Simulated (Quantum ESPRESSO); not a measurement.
# CoSi: parallel and opposed starts, part 2 of 2

Does CoSi prefer parallel or opposed moments?

Quantum ESPRESSO 7.5; PBEsol; plane waves with GBRV 1.5 PBEsol potentials, no spin-orbit coupling.

So far: The starting structure; Run 1 (ferro ++++).

The database entry behind the starting cell differs from later determinations by our own check (0.1 to 0.3 % short, probably kX units), so it need not match the best structure at ambient conditions.

### 3. Run 2, typed as antiferro ++−−

pw.in

```
&CONTROL
  calculation = 'scf'
  prefix = 'pwscf'
  outdir = './tmp'
  pseudo_dir = './pseudo'
  disk_io = 'nowf'
/
&SYSTEM
  ibrav = 0
  celldm(1) = 8
  nat = 8
  ntyp = 3
  ecutwfc = 40
  ecutrho = 280
  nbnd = 55
  occupations = 'smearing'
  smearing = 'fd'
  degauss = 0.00734986
  nspin = 2
  starting_magnetization(1) = 0.1176
  starting_magnetization(2) = -0.1176
  starting_magnetization(3) = 0
/
&ELECTRONS
  conv_thr = 1.6d-08
  electron_maxstep = 150
  mixing_beta = 0.3
/
ATOMIC_SPECIES
Co1    58.9332 co_pbesol_v1.2.uspp.F.UPF
Co2    58.9332 co_pbesol_v1.2.uspp.F.UPF
Si     28.0850 si_pbesol_v1.uspp.F.UPF
CELL_PARAMETERS alat
   1.0483255676361    0.0000000000000    0.0000000000000
   0.0000000000000    1.0483255676361    0.0000000000000
   0.0000000000000    0.0000000000000    1.0483255676361
ATOMIC_POSITIONS crystal
Co1     0.1400000000    0.1400000000    0.1400000000
Co1     0.3600000000    0.8600000000    0.6400000000
Co2     0.6400000000    0.3600000000    0.8600000000
Co2     0.8600000000    0.6400000000    0.3600000000
Si      0.8430000000    0.8430000000    0.8430000000
Si      0.6570000000    0.1570000000    0.3430000000
Si      0.3430000000    0.6570000000    0.1570000000
Si      0.1570000000    0.3430000000    0.6570000000
K_POINTS automatic
6 6 6 0 0 0
```

On the command line:

```
$ OMP_NUM_THREADS=1 mpirun -n 4 pw.x -nk 4 -in pw.in > pw.out
```

Log:

```text
[banner, memory and clock lines left out]
Program PWSCF v.7.5 starts

     Message from routine setup:
     using ibrav=0 with symmetry is DISCOURAGED, use correct ibrav instead

     bravais-lattice index     =            0
     lattice parameter (alat)  =       8.0000  a.u.
     unit-cell volume          =     589.8730 (a.u.)^3
     number of atoms/cell      =            8
     number of atomic types    =            3
     number of electrons       =        84.00
     number of Kohn-Sham states=           55
     kinetic-energy cutoff     =      40.0000  Ry
     charge density cutoff     =     280.0000  Ry
     scf convergence threshold =      1.6E-08
     mixing beta               =       0.3000
     number of iterations used =            8  plain     mixing
     Exchange-correlation= SLA  PW   PSX  PSC
                           (   1   4  10   8   0   0   0)

     celldm(1)=   8.000000  celldm(2)=   0.000000  celldm(3)=   0.000000
     celldm(4)=   0.000000  celldm(5)=   0.000000  celldm(6)=   0.000000

     crystal axes: (cart. coord. in units of alat)
               a(1) = (   1.048326   0.000000   0.000000 )
               a(2) = (   0.000000   1.048326   0.000000 )
               a(3) = (   0.000000   0.000000   1.048326 )

     reciprocal axes: (cart. coord. in units 2 pi/alat)
               b(1) = (  0.953902  0.000000  0.000000 )
               b(2) = (  0.000000  0.953902  0.000000 )
               b(3) = (  0.000000  0.000000  0.953902 )

     PseudoPot. # 1 for Co read from file:
     co_pbesol_v1.2.uspp.F.UPF
     Pseudo is Ultrasoft + core correction, Zval = 17.0

     PseudoPot. # 2 for Co read from file:
     co_pbesol_v1.2.uspp.F.UPF
     Pseudo is Ultrasoft + core correction, Zval = 17.0

     PseudoPot. # 3 for Si read from file:
     si_pbesol_v1.uspp.F.UPF
     Pseudo is Ultrasoft + core correction, Zval =  4.0

     atomic species   valence    mass     pseudopotential
     Co1              17.00    58.93320     Co( 1.00)
     Co2              17.00    58.93320     Co( 1.00)
     Si                4.00    28.08500     Si( 1.00)

     Starting magnetic structure
     atomic species   magnetization
     Co1             0.118
     Co2            -0.118
     Si              0.000

      2 Sym. Ops. (no inversion) found ( 1 have fractional translation)

   Cartesian axes

     site n.     atom                  positions (alat units)
         1        Co1    tau(   1) = (   0.1467656   0.1467656   0.1467656  )
         2        Co1    tau(   2) = (   0.3773972   0.9015600   0.6709284  )
         3        Co2    tau(   3) = (   0.6709284   0.3773972   0.9015600  )
         4        Co2    tau(   4) = (   0.9015600   0.6709284   0.3773972  )
         5        Si     tau(   5) = (   0.8837385   0.8837385   0.8837385  )
         6        Si     tau(   6) = (   0.6887499   0.1645871   0.3595757  )
         7        Si     tau(   7) = (   0.3595757   0.6887499   0.1645871  )
         8        Si     tau(   8) = (   0.1645871   0.3595757   0.6887499  )

     number of k points=    80  Fermi-Dirac smearing, width (Ry)=  0.0073
                       cart. coord. in units 2pi/alat
        k(    1) = (   0.0000000   0.0000000   0.0000000), wk =   0.0046296
        k(    2) = (   0.0000000   0.0000000   0.1589837), wk =   0.0092593
        k(    3) = (   0.0000000   0.0000000   0.3179674), wk =   0.0092593
        k(    4) = (   0.0000000   0.0000000  -0.4769511), wk =   0.0046296
        k(    5) = (   0.0000000   0.1589837   0.1589837), wk =   0.0185185
        [... 75 further k-points ...]

     Dense  grid:    46681 G-vectors     FFT dimensions: (  48,  45,  48)

     Smooth grid:    20197 G-vectors     FFT dimensions: (  36,  36,  36)

     Check: negative core charge=   -0.000027
     Generating pointlists ...
     new r_m :   0.2225 (alat units)  1.7796 (a.u.) for type    1
     new r_m :   0.2225 (alat units)  1.7796 (a.u.) for type    2
     new r_m :   0.2225 (alat units)  1.7796 (a.u.) for type    3

     Initial potential from superposition of free atoms

     starting charge      79.9974, renormalised to      84.0000
     Starting wfcs are   68 randomized atomic wfcs

     Self-consistent Calculation

     iteration #  1     ecut=    40.00 Ry     beta= 0.30
     Davidson diagonalization with overlap
     ethr =  1.00E-02,  avg # of iterations =  3.3

     total energy              =   -1210.53585008 Ry
     estimated scf accuracy    <      61.33960751 Ry

     total magnetization       =     0.00 Bohr mag/cell
     absolute magnetization    =     3.68 Bohr mag/cell

     iteration #  2     ecut=    40.00 Ry     beta= 0.30
     Davidson diagonalization with overlap
     ethr =  1.00E-02,  avg # of iterations =  3.0

     total energy              =   -1228.49902737 Ry
     estimated scf accuracy    <      47.27763489 Ry

     total magnetization       =     0.00 Bohr mag/cell
     absolute magnetization    =     0.45 Bohr mag/cell

     [... further iterations left out ...]

     iteration # 17     ecut=    40.00 Ry     beta= 0.30
     Davidson diagonalization with overlap
     ethr =  6.29E-11,  avg # of iterations =  3.0

     total energy              =   -1231.74126411 Ry
     estimated scf accuracy    <       0.00000003 Ry

     total magnetization       =     0.00 Bohr mag/cell
     absolute magnetization    =     0.00 Bohr mag/cell

     iteration # 18     ecut=    40.00 Ry     beta= 0.30
     Davidson diagonalization with overlap
     ethr =  3.27E-11,  avg # of iterations =  2.0

     Magnetic moment per site  (integrated on atomic sphere of radius R)
     atom   1 (R=0.222)  charge= 15.2935  magn=  0.0001
     atom   2 (R=0.222)  charge= 15.2935  magn=  0.0001
     atom   3 (R=0.222)  charge= 15.2934  magn=  0.0001
     atom   4 (R=0.222)  charge= 15.2934  magn=  0.0001
     atom   5 (R=0.222)  charge=  1.6995  magn= -0.0000
     atom   6 (R=0.222)  charge=  1.6995  magn= -0.0000
     atom   7 (R=0.222)  charge=  1.6997  magn= -0.0000
     atom   8 (R=0.222)  charge=  1.6997  magn= -0.0000

     End of self-consistent calculation

     Number of k-points >= 100: set verbosity='high' to print the bands.

     the Fermi energy is    16.4554 ev

!    total energy              =   -1231.74126411 Ry
     estimated scf accuracy    <          6.0E-09 Ry
     smearing contrib. (-TS)   =      -0.00581034 Ry
     internal energy E=F+TS    =   -1231.73545377 Ry

     The total energy is F=E-TS. E is the sum of the following terms:
     one-electron contribution =    -812.43328124 Ry
     hartree contribution      =     457.94710283 Ry
     xc contribution           =    -147.47000485 Ry
     ewald contribution        =    -729.77927050 Ry

     total magnetization       =     0.00 Bohr mag/cell
     absolute magnetization    =     0.00 Bohr mag/cell

     convergence has been achieved in  18 iterations
```

It took 5.9 min on 4 MPI ranks of Arm Neoverse N1, shared host; peak memory 0.8 GiB; 23 min of CPU time.

Spin moment in the atom's sphere by atom:

| atom | spin moment in the atom's sphere (μB) |
| --- | --- |
| Co1 | 0.0001 |
| Co2 | 0.0001 |
| Co3 | 0.0001 |
| Co4 | 0.0001 |
| Si5 | 0.0000 |
| Si6 | 0.0000 |
| Si7 | 0.0000 |
| Si8 | 0.0000 |

Read from the output:

```
smearing term TS       : 0.07905 eV
magnetization          : 0 μB
absolute magnetization : 0 μB
final state            : non-magnetic
```

Valence density in the ac plane at fractional y = 0.140, with atoms of Co and Si within 0.2 Å of it. It is the smooth field of the valence electrons, not physical close to the nuclei.

Values in e/Å³, 14 rows by 14 columns, each cell a mean:
```
 0  1  1  1  0  0  0  0  0  0  0  0  0  0
 0  0  0  0  0  0  0  0  0  0  0  0  0  0
 0  0  0  0  0  0  0  0  0  0  0  0  0  0
 0  0  0  0  0  0  0  0  0  0  0  0  0  0
 0  0  0  0  0  0  0  0  0  0  0  0  0  0
 0  0  0  0  0  0  0  0  0  0  0  0  0  0
 0  0  0  0  0  0  0  0  0  0  0  0  0  0
 0  0  0  0  0  0  0  0  0  0  0  0  0  0
 0  0  0  0  0  0  0  0  0  1  0  0  0  0
 1  2  2  1  0  0  0  0  0  1  0  0  0  0
 3 11 14  6  1  0  0  0  0  0  0  0  0  1
 6 28 39 14  2  0  0  0  0  0  0  0  0  1
 4 20 28 11  2  0  0  0  0  0  0  0  0  1
 1  4  6  3  1  0  0  0  0  0  0  0  0  0
```
Columns run along a (4.4 Å), rows up along c (4.4 Å). Atoms in or near the plane, at fractional coordinates: Co at (0.14, 0.14), Si at (0.66, 0.34).

### 4. Start 3: ferri +++−

pw.in: that of step 3 with these lines changed.

```diff
@@ -14,3 +14,3 @@
   ecutrho = 280
-  nbnd = 55
+  nbnd = 57
   occupations = 'smearing'
@@ -39,3 +39,3 @@
 Co1     0.3600000000    0.8600000000    0.6400000000
-Co2     0.6400000000    0.3600000000    0.8600000000
+Co1     0.6400000000    0.3600000000    0.8600000000
 Co2     0.8600000000    0.6400000000    0.3600000000
```

Log:

```text
     [... lines left out ...]
Program PWSCF v.7.5 starts
     [... lines left out ...]
     number of atoms/cell      =            8
     [... lines left out ...]
     number of electrons       =        84.00
     number of Kohn-Sham states=           57
     kinetic-energy cutoff     =      40.0000  Ry
     charge density cutoff     =     280.0000  Ry
     scf convergence threshold =      1.6E-08
     [... lines left out ...]
      3 Sym. Ops. (no inversion) found ( 2 have fractional translation)
     [... lines left out ...]
     number of k points=    40  Fermi-Dirac smearing, width (Ry)=  0.0073
     [... lines left out ...]
     iteration # 21     ecut=    40.00 Ry     beta= 0.30
     [... lines left out ...]
     Magnetic moment per site  (integrated on atomic sphere of radius R)
     atom   1 (R=0.222)  charge= 15.2935  magn= -0.0000
     atom   2 (R=0.222)  charge= 15.2935  magn= -0.0000
     atom   3 (R=0.222)  charge= 15.2935  magn= -0.0000
     atom   4 (R=0.222)  charge= 15.2935  magn=  0.0000
     atom   5 (R=0.222)  charge=  1.7000  magn=  0.0000
     atom   6 (R=0.222)  charge=  1.7000  magn=  0.0000
     atom   7 (R=0.222)  charge=  1.7000  magn=  0.0000
     atom   8 (R=0.222)  charge=  1.7000  magn=  0.0000
     [... lines left out ...]
     the Fermi energy is    16.4553 ev
!    total energy              =   -1231.74126421 Ry
     estimated scf accuracy    <          5.3E-10 Ry
     smearing contrib. (-TS)   =      -0.00581033 Ry
     [... lines left out ...]
     total magnetization       =    -0.00 Bohr mag/cell
     absolute magnetization    =     0.00 Bohr mag/cell
     convergence has been achieved in  21 iterations
```

Run time: 3.4 min. Hardware: 4 MPI ranks; peak memory 0.66 GiB; 13 min of CPU time.

The spin moment in the atom's sphere vanishes on all atoms.

This step gave:

| Property | Result |
| --- | --- |
| smearing term TS | 0.07905 eV |
| magnetization | 0 μB |
| absolute magnetization | 0 μB |
| final state | non-magnetic |

### 5. The states side by side

An order is kept where moments of 0.15 μB or more survive with the typed signs; meshes match where a doubled cell samples the same k points as the first cell.

Orders:

| start | final state | typed order kept | energy over the lowest (meV a seeded atom) | largest site moment (μB) | net moment (μB a cell of the first run) | mesh matched | CPU time (s) |
| --- | --- | --- | --- | --- | --- | --- | --- |
| ferro ++++ | non-magnetic | no | 0 | 0 | 0 | yes | 409.4 |
| antiferro ++-- | non-magnetic | no | 0 | 0 | 0 | yes | 1409 |
| ferri +++- | non-magnetic | no | 0 | 0 | 0 | yes | 806.3 |

### 6. Outcome

| Quantity | Value |
| --- | --- |
| lowest state found | non-magnetic (from ferro ++++, antiferro ++-- and ferri +++-) |
| largest site moment | 0 μB |

The lowest state carries no moment, and no start kept one. This is the lowest of 3 collinear or spinless starts, no proof of the ground state. Energies are free energies at an electronic temperature of 1160 K, which lowers moments and differences where the moments are itinerant.

[Logs and program files are shortened in this print: banners, set-up blocks, solver, clock and traceback lines can be left out without a mark of their own.]

[Logs are printed without paths, hosts, clocks, repeated set-up lines and the standing remarks that a program may print on its own settings, such as how far it seeks lower states.]

[Hosts, paths, dates, database ids (printed as entryN), source tags and the programs' standing remarks are cut or masked in the printed files.]

[Where a cell is said to come from a database of computed structures, the database is the Materials Project.]
